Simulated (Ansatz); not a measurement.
# Sr2MgAl3 (P6_3/mmc): the Drude term of Re ε in the infrared

Re ε of Sr2MgAl3 (P6_3/mmc) along x at low photon energies is read from one computed spectrum; the carriers' damping was typed as γ = 0.05 eV. x, y and z are the Cartesian axes of the input cell.

Symmetry: P6_3/mmc, No. 194, hexagonal system. Conventional cell: a = 6.370 Å, b = 6.370 Å, c = 10.140 Å, α = 90.00°, β = 90.00°, γ = 120.00°. Sr on site f has 9 Al at 3.64 to 3.72 Å and 3 Mg at 3.73 Å and 4 Sr at 3.86 to 3.87 Å as nearest neighbours. Al on site h has 2 Mg at 3.13 Å and 4 Al at 3.18 to 3.19 Å as nearest neighbours. Around Mg on site a lie 6 Al at 3.13 Å.

Method: Ansatz 0.2.0, PBE, independent particles, k-mesh 6×6×2 with interpolation inside its cells, Gaussian parameter 0.1 eV.

Launch of the response step: `ansatz run input.yaml --threads 4 --pin off --max-ram 8192MiB --backend cpu --events-out ev --progress --plain --runs-dir out`. The run took 2.3 min, on 4 threads of AMD EPYC 9R14 (Zen 4), on a shared host.

```
photon energy E (eV)  wavelength (µm)    Re ε
                0.25             4.96       ?
                0.30             4.13  -233.2
                0.35             3.54  -188.4
                0.40             3.10  -150.6
                0.50             2.48   -98.8
                0.60             2.07   -74.9
                0.70             1.77   -64.7
```

A Drude term over a constant background gives Re ε = ε_b − ωp²/(E² + γ²), linear in 1/(E² + γ²).

Working, on the rows shown:

| x = 1/(E² + γ²) (eV⁻²) | y = Re ε |
| --- | --- |
| 10.8108 | -233.2 |
| 8 | -188.4 |
| 6.15385 | -150.6 |
| 3.9604 | -98.8 |
| 2.75862 | -74.9 |
| 2.03046 | -64.7 |

Means: x̄ = 5.619, ȳ = -135.1. Σ(x − x̄)(y − ȳ) = -1130, Σ(x − x̄)² = 56.72. Slope = -1130 / 56.72 = -19.91; intercept = ȳ − slope · x̄ = -23.201. The line misses the rows shown by at most 5.9.

Question: Predict the last column of the withheld row from the fit.

Answer: At x = 15.385 the line gives y = -329.58. The run gave -297.6, so the extrapolation is off by 32, 14 % of the range in the table. Beyond its data the fit drifts from the curve.

Refitted with all rows, the slope is -17.98 and the intercept -32.191. These give ωp = √(−slope) = 4.24 eV, against 4.59 eV from the program's Fermi-surface sum, and an intercept of -32.2. Taking the program's Drude term off the rows leaves 26 at the lowest energy and -22 at the highest, so the background isn't constant: interband transitions lie in or near the window, and neither fitted number can be trusted. The values come from a sum over the points of one k-mesh and carry its error, which is largest for Fermi-surface quantities. Spin-orbit coupling is left out.

[Logs are printed without paths, hosts, clocks, repeated set-up lines and the standing remarks that a program may print on its own settings, such as how far it seeks lower states.]
